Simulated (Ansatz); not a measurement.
# InSb wire along [110], 16 atoms a period, H-terminated: bands by functional, part 2 of 2

Aim: is the InSb wire along [110], 16 atoms a period, H-terminated a metal or a semiconductor?

Ansatz 0.2.0; DFT PBE, plane waves, PAW; relaxation of a wire's period; PAW set soft_1 (the session's first sound run).

So far. Step 2 (Relaxation of atoms and period): The cell's length comes to 4.740 Å with spin left out.

### Step 3. The wire at its relaxed period

This step: DFT PBE, plane waves, PAW; bands of a perfect wire; PAW set soft_1 (Ansatz 0.2.0).

At the relaxed period the bands are computed along the axis; those that cross an energy going forward count the channels that a perfect wire would open there.

input.yaml

```yaml
crystal:
  lattice:
    - [20.441, 0.0, 0.0]
    - [0.0, 19.083, 0.0]
    - [0.0, 0.0, 4.7398616417]
  atoms:
    - { symbol: Sb, position: [0.37818692, 0.625184709, 0.0] }
    - { symbol: H, position: [0.410408075, 0.172434235, 0.0] }
    - { symbol: In, position: [0.455659707, 0.750222173, 0.0] }
    - { symbol: In, position: [0.456257937, 0.5, 0.0] }
    - { symbol: Sb, position: [0.699979853, 0.609437181, 0.0] }
    - { symbol: H, position: [0.739156258, 0.689179968, 0.0] }
    - { symbol: In, position: [0.80119215, 0.5, 0.0] }
    - { symbol: H, position: [0.17744908, 0.5, 0.233801271] }
    - { symbol: H, position: [0.835729981, 0.5, 0.334174722] }
    - { symbol: Sb, position: [0.234215331, 0.5, 0.5] }
    - { symbol: H, position: [0.242468096, 0.296350389, 0.5] }
    - { symbol: H, position: [0.242468096, 0.703649611, 0.5] }
    - { symbol: In, position: [0.299215969, 0.364401439, 0.5] }
    - { symbol: In, position: [0.299215969, 0.635598561, 0.5] }
    - { symbol: Sb, position: [0.534674793, 0.262730271, 0.5] }
    - { symbol: Sb, position: [0.534674793, 0.737269729, 0.5] }
    - { symbol: Sb, position: [0.536464293, 0.5, 0.5] }
    - { symbol: H, position: [0.58525823, 0.190918073, 0.5] }
    - { symbol: H, position: [0.58525823, 0.809081927, 0.5] }
    - { symbol: In, position: [0.620814136, 0.380195401, 0.5] }
    - { symbol: In, position: [0.620814136, 0.619804599, 0.5] }
    - { symbol: H, position: [0.835729981, 0.5, 0.665825278] }
    - { symbol: H, position: [0.17744908, 0.5, 0.766198729] }
    - { symbol: Sb, position: [0.37818692, 0.374815291, 0.0] }
    - { symbol: H, position: [0.410408075, 0.827565765, 0.0] }
    - { symbol: In, position: [0.455659707, 0.249777827, 0.0] }
    - { symbol: Sb, position: [0.699979853, 0.390562819, 0.0] }
    - { symbol: H, position: [0.739156258, 0.310820032, 0.0] }
kpoints:
  mp_grid: { grid: [1, 1, 17] }
  band_path: { path: ["Γ", Z], npoints: 90 }
scf:
  occupations: { method: fermi_dirac, width: 0.05 }
hamiltonian:
  xc: pbe
  pseudopotentials: { kind: paw, azcp: { folder: soft_1 } }
output:
  dos: { e_range: [-5, 4] }
  write_potential: true
  write_density: true
  volumetric_format: npy
```

Started as:

```
ansatz run input.yaml --threads 4 --pin off --max-ram 16384MiB --backend cpu --events-out ev --progress --plain --runs-dir out
```

Numbers of over 12 decimals in the logs are rounded to 6 here.

The program printed:

```text
[...]
Crystal: 28 atoms, lattice volume = 1848.904 Å³
Basis set: ecut = 420 eV, 36033 PW (Γ)
Bands: 146, of which v1, the nominal top of the filled ones, is band 118 counted from 1 (117 counted from 0)
Symmetry: 4 space group operations
[...]
k-points: 9 of 17
[...]
SCF iter   1: F=—  HF=-96850.057833 eV  |F-HF|=—  |Δ(HF+E_count)|=         —  Δρ=2.55e-2  dr2=1.37e1  ethr=3.10e-3  ⟨swp⟩=6.9  Hψ=5703  notcnv=0  defer=46
[...]
SCF iter  12: F=-96846.174939 eV  HF=-96846.174939 eV  |F-HF|=2.01e-8  |Δ(HF+E_count)|=   5.99e-8  Δρ=9.67e-7  dr2=1.88e-8  ethr=4.24e-11  ⟨swp⟩=15.6  Hψ=6198  notcnv=0
SCF 1 converged in 12 iterations: F = -96846.174939 eV  dr2 = 1.88e-8
[...]
NSCF: frozen V_eff on 91 k-points
WARN: The output density's exchange-correlation potential varies sharply where the density is thin. Do not read a vacuum level from v_tot or v_xc, or from such a field of the output density. On a cell that repeats whose density bears no net charge and no dipole along the vacuum's axis use v_es (v_loc + v_h of the components); under efield.dipole_correction with no amplitude use v_es + v_field, which holds any externa [...]
SCF converged after 12 iterations
Free energy (F): -96846.174939 eV
[...]
Internal energy: -96846.174937 eV  (E = F + TS)
E sigma→0 (E₀):  -96846.174938 eV
Entropy (-TS):   -0.000002 eV (-0.000 meV/atom)
Fermi energy:    -0.728466 eV
[...]
--- Band table (eV; the first three rows and the last of 9) ---
  k-point 0: bands = [... 114 lower, -1.9046, -1.7535, -1.6082, -1.2971, -0.1601, 0.0134, 0.1278, 0.4039, ... 24 higher]
  k-point 1: bands = [... 114 lower, -1.8984, -1.7554, -1.7260, -1.4666, 0.0497, 0.1725, 0.2781, 0.5561, ... 24 higher]
  k-point 2: bands = [... 114 lower, -1.9427, -1.9219, -1.8809, -1.6216, 0.4065, 0.5239, 0.6170, 0.8491, ... 24 higher]
  k-point 8: bands = [... 114 lower, -2.5493, -2.3738, -2.2860, -2.1891, 0.5793, 0.6482, 0.9728, 1.0355, ... 24 higher]
```

Run time: 9.1 min. Hardware: 4 threads of Arm Neoverse V2, shared host; peak memory 14 GiB.

Reading the cycles: dr2 is the Hartree energy of the density residual (eV), the measure of convergence; HF is the Harris–Foulkes estimate of the energy, which meets the free energy F at convergence.

This step gave:

```
band gap : 1.137 eV
```

Electronic bands along the path, in eV, zero at the Fermi level; v1 is the highest filled band, c1 the lowest empty one:

```
  point     v4     v3     v2     v1    c1    c2    c3    c4
      Γ  -1.18  -1.02  -0.88  -0.57  0.57  0.74  0.86  1.13
halfway  -1.36  -1.35  -1.31  -1.18  1.44  1.70  1.86  1.98
      Z  -1.83  -1.64  -1.58  -1.46  1.33  1.34  1.70  1.76
```

The gap is 1.14 eV, with spin left out.

The path shows a direct gap of 1.14 eV (valence top at Γ, conduction bottom at Γ).

### Step 4. Levels at the same atoms, cutoff 500 eV, k-mesh 1×1×13

This step: DFT r2SCAN, plane waves, PAW; bands of a perfect wire at the PBE geometry; PAW set soft_1 (Ansatz 0.2.0).

The atoms stay at the PBE geometry and the functional changes. r2SCAN also reads the kinetic-energy density; it often gives larger moments and wider gaps than PBE, at a higher cost. Against the first PBE run of this kind, the cutoff is 500 eV against 420 and the mesh along the wire has 13 points against 17.

Edit input.yaml of step 3 so:

```diff
@@ -35,3 +35,3 @@
 kpoints:
-  mp_grid: { grid: [1, 1, 17] }
+  mp_grid: { grid: [1, 1, 13] }
   band_path: { path: ["Γ", Z], npoints: 90 }
@@ -40,8 +40,3 @@
 hamiltonian:
-  xc: pbe
+  xc: r2scan
   pseudopotentials: { kind: paw, azcp: { folder: soft_1 } }
-output:
-  dos: { e_range: [-5, 4] }
-  write_potential: true
-  write_density: true
-  volumetric_format: npy
```

The program printed:

```text
[...]
Crystal: 28 atoms, lattice volume = 1848.904 Å³
Basis set: ecut = 500 eV, 46975 PW (Γ), exchange–correlation on 600×576×144 points (64 copies of the dense FFT grid, shifted against one another)
Bands: 146, of which v1, the nominal top of the filled ones, is band 118 counted from 1 (117 counted from 0)
Symmetry: 4 space group operations
[...]
k-points: 7 of 13
[...]
SCF iter   1: F=—  HF=-97079.242671 eV  |F-HF|=—  |Δ(HF+E_count)|=         —  Δρ=2.46e-2  dr2=1.24e1  dr2_τ=1.39e-1  ethr=3.10e-3  ⟨swp⟩=7.0  Hψ=4462  notcnv=0  defer=37
[...]
SCF iter  12: F=-97077.109185 eV  HF=-97077.109185 eV  |F-HF|=1.80e-8  |Δ(HF+E_count)|=   9.93e-8  Δρ=6.23e-7  dr2=1.13e-8  dr2_τ=2.30e-10  ethr=4.24e-11  ⟨swp⟩=16.1  Hψ=4360  notcnv=0
SCF 1 converged in 12 iterations: F = -97077.109185 eV  dr2 = 1.13e-8
[...]
WARN: pass on a band path, mesh or list of k-points: the 91 k-points are solved 32 at a time at the most, because the 14.40 GiB of host memory that the pass is priced against does not hold them all with the solver's workspace as planned. The pass can take longer, above all where fewer k-points are solved at a time than the run has threads. As a rule a larger memory budget leaves room for more at once. The budget is what a run with no `--max-ram-frac` typed is planned for, 0.8 of the host's memory or its container's limit. More memory there lifts it, and so does a share over 0.88 that is typed (of such a share the budget is ten elevenths): [rest of the remark cut]
SCF converged after 12 iterations
Free energy (F): -97077.109185 eV
[...]
Internal energy: -97077.109185 eV  (E = F + TS)
E sigma→0 (E₀):  -97077.109185 eV
Entropy (-TS):   -0.000000 eV (-0.000 meV/atom)
Fermi energy:    -0.741646 eV
[...]
--- Band table (eV; the first three rows and the last of 7) ---
  k-point 0: bands = [... 114 lower, -2.1113, -1.9485, -1.8070, -1.4737, -0.0055, 0.1137, 0.2192, 0.5378, ... 24 higher]
  k-point 1: bands = [... 114 lower, -2.1130, -1.9865, -1.9785, -1.7066, 0.3067, 0.3740, 0.4643, 0.7705, ... 24 higher]
  k-point 2: bands = [... 114 lower, -2.1972, -2.1940, -2.1358, -1.8710, 0.7316, 0.8700, 0.9444, 1.1810, ... 24 higher]
  k-point 6: bands = [... 114 lower, -2.7790, -2.6064, -2.5008, -2.4020, 0.6960, 0.7932, 1.0367, 1.1256, ... 24 higher]
```

Elapsed: 15 min, on 4 threads; peak memory 12 GiB; 59 min of CPU time.

Numbers from this step:

- band gap: 1.468 eV

The electronic bands at the labelled points (eV, zero at the Fermi level; v1 is the highest filled band, c1 the lowest empty one):

| point | v4 | v3 | v2 | v1 | c1 | c2 | c3 | c4 |
| --- | --- | --- | --- | --- | --- | --- | --- | --- |
| Γ | -1.37 | -1.21 | -1.07 | -0.73 | 0.74 | 0.86 | 0.96 | 1.28 |
| halfway | -1.57 | -1.54 | -1.52 | -1.36 | 1.59 | 1.86 | 1.98 | 2.09 |
| Z | -2.05 | -1.85 | -1.79 | -1.67 | 1.47 | 1.48 | 1.77 | 1.87 |

The gap is 1.47 eV, against 1.14 eV under PBE at the relaxed period.

### Step 5. Another level of theory, level HSE06, cutoff 420 eV

This step: DFT HSE06, plane waves, PAW; levels of a perfect wire at the PBE geometry; PAW set soft_1 (Ansatz 0.2.0).

The atoms stay at the PBE geometry and the functional changes. HSE06 mixes in a quarter of short-range exact exchange, which removes part of the self-interaction that closes gaps; it is dear, so the mesh is thinner and no path is run. Against the first PBE run of this kind, the mesh along the wire has 7 points against 17.

Edit input.yaml of step 4 so:

```diff
@@ -35,4 +35,3 @@
 kpoints:
-  mp_grid: { grid: [1, 1, 13] }
-  band_path: { path: ["Γ", Z], npoints: 90 }
+  mp_grid: { grid: [1, 1, 7] }
 scf:
@@ -40,3 +39,3 @@
 hamiltonian:
-  xc: r2scan
+  xc: hse06
   pseudopotentials: { kind: paw, azcp: { folder: soft_1 } }
```

The program printed:

```text
[...]
exact exchange (on PAW files that of the plane waves, all of it where the separable form is declined too) is computed from pair densities and not by density-matrix convolution, because memory is short: the convolution, which is usually faster, keeps the exchange operator as a matrix at each irreducible k-point or, where blocks serve (scf.exx.build), one block of their elements at a time (for builds on a GPU, the tabl [...]
Crystal: 28 atoms, lattice volume = 1848.904 Å³
[...]
E sigma→0 (E₀):  -96912.732438 eV
Fermi energy:    -0.785761 eV
[...]
--- Band table (eV) ---
  k-point 0: bands = [... 114 lower, -2.3259, -2.2233, -2.0004, -1.6929, 0.1253]
  k-point 1: bands = [... 114 lower, -2.4055, -2.3998, -2.3333, -2.0834, 0.8423]
  k-point 2: bands = [... 114 lower, -2.6061, -2.5517, -2.5186, -2.4453, 0.9919]
  k-point 3: bands = [... 114 lower, -2.9492, -2.8380, -2.6898, -2.6325, 0.8530]
  guard bands above this table: 27 of the run's 146 bands. The solve was not asked for them (output.publish_guard_bands: true or output.eigenvalues: true publishes all)
[key lines of the parts left out:]
Free energy (F): -96912.732438 eV
```

Wall time 20 min (4 threads); peak memory 7.9 GiB.

Numbers from this step:

```
band gap : 1.818 eV
```

The gap is 1.82 eV, against 1.14 eV under PBE at the relaxed period.

### Step 6. With spin-orbit coupling, k-mesh 1×1×11

This step: DFT PBE, plane waves, fully relativistic PAW; bands of a perfect wire with spin-orbit coupling; PAW set soft_1 (Ansatz 0.2.0).

Spin-orbit coupling mixes the spins and splits bands that cross or touch without it, so it can open or close channels. Fully relativistic datasets take the place of the scalar ones.

Edit input.yaml of step 5 so:

```diff
@@ -35,3 +35,4 @@
 kpoints:
-  mp_grid: { grid: [1, 1, 7] }
+  mp_grid: { grid: [1, 1, 11] }
+  band_path: { path: ["Γ", Z], npoints: 90 }
 scf:
@@ -39,3 +40,6 @@
 hamiltonian:
-  xc: hse06
-  pseudopotentials: { kind: paw, azcp: { folder: soft_1 } }
+  xc: pbe
+  pseudopotentials: { kind: paw_fr, azcp: { folder: soft_1 } }
+magnetization:
+  noncollinear: true
+  spin_orbit: true
```

The program printed:

```text
Engine: ansatz 0.2.0, aarch64-unknown-linux-gnu
Pseudopotentials: kind: paw_fr
Pseudopotential: Sb, paw, valence charge 15, recommended cutoff 420 eV (normal), soft_1/Sb.paw.azcp
Pseudopotential: H, paw, valence charge 1, recommended cutoff 420 eV (normal), soft_1/H.paw.azcp
Pseudopotential: In, paw, valence charge 13, recommended cutoff 420 eV (normal), soft_1/In.paw.azcp
Functional definition: PBE
  parameter kappa = 0.804
  parameter beta = 0.066725
  exchange = pbe_x(kappa = kappa, mu = beta*pi^2/3)
  correlation = pbe_c(beta = beta)
non-collinear run that drives no moment, with spin-orbit: no starting moment large enough to seed its density (crystal.atoms[].spin), no starting occupations that ask for one, no magnetisation constraint and no magnetic field, so the semilocal B_xc is pinned to zero
Crystal: 28 atoms, lattice volume = 1848.904 Å³
Basis set: ecut = 420 eV, 36033 PW (Γ)
Bands: 292, of which v1, the nominal top of the filled ones, is band 236 counted from 1 (235 counted from 0)
Symmetry: 4 space group operations + 4 with time reversal
Magnetic group: BNS 25.58 (UNI 156), of the structure as read, at distance tolerance 1.2e-4 Å
k-points: 6 of 11
Projection manifold: j_resolved (fully-relativistic pseudo-atomic orbitals)
Non-local potential: Sb, projectors of the file, resolved by j, l = 0: 2, l = 1: 4, l = 2: 4, l = 3: 2
Non-local potential: H, projectors of the file, resolved by j, l = 0: 2, l = 1: 2
Non-local potential: In, projectors of the file, resolved by j, l = 0: 2, l = 1: 4, l = 2: 4, l = 3: 2
PAW form: soft (Blöchl's): semilocal exchange-correlation on the pseudo side does not see the compensation charge
PAW one-centre angular grid: Sb, 590 points (default); XC on 96 Gauss nodes
PAW one-centre angular grid: H, 110 points (default); XC on 64 Gauss nodes
PAW one-centre angular grid: In, 590 points (default); XC on 64 Gauss nodes
Initial density: superposition of atomic densities (neutral atoms: chi_scale 0, normalization atom)
Initial wavefunctions: pseudopotential atomic-orbital guess
Functional: x = pbe(κ = 0.804, μ = 0.219515), c = pbe(β = 0.066725)
SCF iter   1: F=—  HF=-96884.669746 eV  |F-HF|=—  |Δ(HF+E_count)|=         —  Δρ=2.54e-2  dr2=1.36e1  dr2_m=0.00e0 (ungated)  ethr=3.10e-3  |M|=0.00e0 ∫|m|=0.00e0 μB  |m|>n=0.0e0 m-floor=0.0e0 τ_xc=0.0e0  β_m=0.30  ⟨swp⟩=7.0  Hψ=7923  notcnv=0  defer=98
preconditioner: auto → Resta (q_TF=auto, 1.936 Å⁻¹)  ε∞=1.7  [insulator: Δε(μ)=1.098 eV  Ē_g=12.590 eV  σ=0.050 eV  W_gap=1.00  n_scr=244 (ndim 8)  ℏωp=10.8 eV  f_vac=0.579  D(μ)=0.00/eV (n_scr^D=0)  ε∞_Penn≈1.7  vacuum switching on, ρ_ref=1.1e-2 e/Å³]
spin=Noncollinear: Resta preconditioning applied to the charge; magnetization (m_x, m_y, m_z) channels mix plain (no charge-response kernel on spin).
SCF iter   2: F=—  HF=-96882.006798 eV  |F-HF|=—  |Δ(HF+E_count)|=    2.66e0  Δρ=1.53e-2  dr2=4.61e0  dr2_m=0.00e0 (ungated)  ethr=3.10e-3  |M|=0.00e0 ∫|m|=0.00e0 μB  |m|>n=0.0e0 m-floor=0.0e0 τ_xc=0.0e0  β_m=0.49  ⟨swp⟩=3.0  Hψ=2154  notcnv=0  defer=282
SCF iter   3: F=—  HF=-96880.945143 eV  |F-HF|=—  |Δ(HF+E_count)|=    1.06e0  Δρ=4.40e-3  dr2=8.93e-1  dr2_m=0.00e0 (ungated)  ethr=1.95e-3  |M|=0.00e0 ∫|m|=0.00e0 μB  |m|>n=0.0e0 m-floor=0.0e0 τ_xc=0.0e0  β_m=0.47  ⟨swp⟩=3.7  Hψ=2272  notcnv=0  defer=282
SCF iter   4: F=—  HF=-96880.829791 eV  |F-HF|=—  |Δ(HF+E_count)|=   1.15e-1  Δρ=1.66e-3  dr2=8.26e-2  dr2_m=0.00e0 (ungated)  ethr=3.78e-4  |M|=0.00e0 ∫|m|=0.00e0 μB  |m|>n=0.0e0 m-floor=0.0e0 τ_xc=0.0e0  β_m=0.53  ⟨swp⟩=3.7  Hψ=2157  notcnv=0  defer=274
SCF iter   5: F=—  HF=-96880.830437 eV  |F-HF|=—  |Δ(HF+E_count)|=   6.46e-4  Δρ=5.62e-4  dr2=7.63e-3  dr2_m=0.00e0 (ungated)  ethr=3.50e-5  |M|=0.00e0 ∫|m|=0.00e0 μB  |m|>n=0.0e0 m-floor=0.0e0 τ_xc=0.0e0  β_m=0.55  ⟨swp⟩=3.0  Hψ=2087  notcnv=0  defer=270
SCF iter   6: F=—  HF=-96880.832487 eV  |F-HF|=—  |Δ(HF+E_count)|=   2.05e-3  Δρ=2.32e-4  dr2=2.04e-3  dr2_m=0.00e0 (ungated)  ethr=3.23e-6  |M|=0.00e0 ∫|m|=0.00e0 μB  |m|>n=0.0e0 m-floor=0.0e0 τ_xc=0.0e0  β_m=0.56  ⟨swp⟩=2.0  Hψ=1838  notcnv=0  defer=270
SCF iter   7: F=—  HF=-96880.832912 eV  |F-HF|=—  |Δ(HF+E_count)|=   4.25e-4  Δρ=9.59e-5  dr2=3.01e-4  dr2_m=0.00e0 (ungated)  ethr=8.66e-7  |M|=0.00e0 ∫|m|=0.00e0 μB  |m|>n=0.0e0 m-floor=0.0e0 τ_xc=0.0e0  β_m=0.55  ⟨swp⟩=2.0  Hψ=1821  notcnv=0  defer=270
SCF iter   8: F=—  HF=-96880.833027 eV  |F-HF|=—  |Δ(HF+E_count)|=   1.15e-4  Δρ=3.18e-5  dr2=2.22e-5  dr2_m=0.00e0 (ungated)  ethr=1.28e-7  |M|=0.00e0 ∫|m|=0.00e0 μB  |m|>n=0.0e0 m-floor=0.0e0 τ_xc=0.0e0  β_m=0.63  ⟨swp⟩=2.0  Hψ=2161  notcnv=0  defer=270
SCF iter   9: F=—  HF=-96880.833070 eV  |F-HF|=—  |Δ(HF+E_count)|=   4.31e-5  Δρ=1.09e-5  dr2=9.30e-6  dr2_m=0.00e0 (ungated)  ethr=9.41e-9  |M|=0.00e0 ∫|m|=0.00e0 μB  |m|>n=0.0e0 m-floor=0.0e0 τ_xc=0.0e0  β_m=0.59  ⟨swp⟩=2.0  Hψ=2688  notcnv=0  defer=270
SCF iter  10: F=—  HF=-96880.833072 eV  |F-HF|=—  |Δ(HF+E_count)|=   1.82e-6  Δρ=5.62e-6  dr2=2.77e-6  dr2_m=0.00e0 (ungated)  ethr=3.94e-9  |M|=0.00e0 ∫|m|=0.00e0 μB  |m|>n=0.0e0 m-floor=0.0e0 τ_xc=0.0e0  β_m=0.53  ⟨swp⟩=2.0  Hψ=1867  notcnv=0  defer=270
SCF iter  11: F=—  HF=-96880.833072 eV  |F-HF|=—  |Δ(HF+E_count)|=   2.51e-7  Δρ=2.52e-6  dr2=1.53e-7  dr2_m=0.00e0 (ungated)  ethr=1.17e-9  |M|=0.00e0 ∫|m|=0.00e0 μB  |m|>n=0.0e0 m-floor=0.0e0 τ_xc=0.0e0  β_m=0.58  ⟨swp⟩=2.0  Hψ=1782  notcnv=0  defer=270
SCF iter  12: F=-96880.833073 eV  HF=-96880.833072 eV  |F-HF|=1.18e-8  |Δ(HF+E_count)|=   1.86e-7  Δρ=9.34e-7  dr2=3.00e-8  dr2_m=0.00e0 (ungated)  ethr=4.24e-11  |M|=0.00e0 ∫|m|=0.00e0 μB  |m|>n=0.0e0 m-floor=0.0e0 τ_xc=0.0e0  ⟨swp⟩=34.8  Hψ=9145  notcnv=0
SCF 1 converged in 12 iterations: F = -96880.833073 eV  dr2 = 3.00e-8
[...]
NSCF: frozen V_eff on 91 k-points
WARN: pass on a band path, mesh or list of k-points: the 91 k-points are solved 8 at a time at the most, because the 14.40 GiB of host memory that the pass is priced against does not hold them all with the solver's workspace as planned. The pass can take longer, above all where fewer k-points are solved at a time than the run has threads. As a rule a larger memory budget leaves room for more at once. The budget is what a run with no `--max-ram-frac` typed is planned for, 0.8 of the host's memory or its container's limit. More memory there lifts it, and so does a share over 0.88 that is typed (of such a share the budget is ten elevenths): [rest of the remark cut]
```

It took 2 h on 4 threads; peak memory 13 GiB.

The run was cut off at the time limit after its SCF cycle had converged; no result of it is taken.

### Step 7. Outcome

```
cell length, PBE : 4.740 Å
gap, PBE         : 1.14 eV
gap, r2SCAN      : 1.47 eV
gap, HSE06       : 1.82 eV
```

**Reading.** Under PBE the cell's length is 4.74 Å, and a gap of 1.14 eV makes it a semiconductor. At the relaxed period the wire is gapped under every functional, from 1.14 eV (PBE) to 1.82 eV (HSE06). Weak screening in one dimension makes quasiparticle gaps larger than the semilocal gaps, as a rule. Plain hydrogen on a compound's surface is a simple closure: it may leave surface states, and facets that end in unlike atoms put a field across the wire, both of which shrink the gap. Spin-orbit coupling is left out, which matters for the bands of heavy atoms. A hybrid's gap is read on a coarse mesh, without a band path.

[Logs are printed without paths, hosts, clocks, repeated set-up lines and the standing remarks that a program may print on its own settings, such as how far it seeks lower states.]

[Hosts, paths, dates, database ids (printed as entryN), source tags and the programs' standing remarks are cut or masked in the printed files.]
